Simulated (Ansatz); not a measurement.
Consider CaOsO3 (cubic perovskite) (Pm-3m).

The structure was built from a prototype and need not be the compound's stable phase.

```xyz
5
Lattice="0.0000 -3.8541 0.0000 0.0000 0.0000 3.8541 -3.8541 0.0000 0.0000" Properties=species:S:1:pos:R:3 pbc="T T T"
Ca    0.0000    0.0000    0.0000
Os   -1.9270   -1.9270    1.9270
O     0.0000   -1.9270    1.9270
O    -1.9270   -1.9270    0.0000
O    -1.9270    0.0000    1.9270
```

The structure was relaxed with LDA. The structure type comes from a generator and need not be one that this composition takes. The structure was generated from a model, not taken from a measurement. The runs that relaxed it are not among those shown. The program's search for lower electronic states was switched off, so nothing shows that the state found is the lowest. Spin-orbit coupling is left out unless a run names it. PAW set soft_2, made with PBE.

A constrained-RPA run (Ansatz 0.2.0; non-magnetic LDA; Os t2g + anion p, bands v11 to c1, 4×4×4 mesh, medium accuracy) builds 12 functions on bands 11 eV wide, with 22.0 electrons in the window. The bare on-site interaction is 14.9 eV and the bare J 0.65 eV.

Estimate U, U′ and J.

On the Os t2g shell, U = 4.54 eV (30 % of the bare value), U′ = 3.59 eV, J = 0.47 eV.

The parent state is non-magnetic and the interaction static (zero frequency); U depends on the window and the orbitals, so it belongs to this model alone. Spin-orbit coupling, which is strong for atoms this heavy, is left out. A window that holds the anion p bands defines a model with explicit ligands; its U belongs to that model and is not the U of DFT+U.

[Paths, hosts, dates, memory and timing lines, banners, echoed tables and standing remarks are left out of the program output.]

[Logs are printed without paths, hosts, clocks, repeated set-up lines and the standing remarks that a program may print on its own settings, such as how far it seeks lower states.]

[Runs of the session that timed out or met a known fault of the program may be left out.]

[Hosts, paths, dates, database ids (printed as entryN), source tags and the programs' standing remarks are cut or masked in the printed files.]
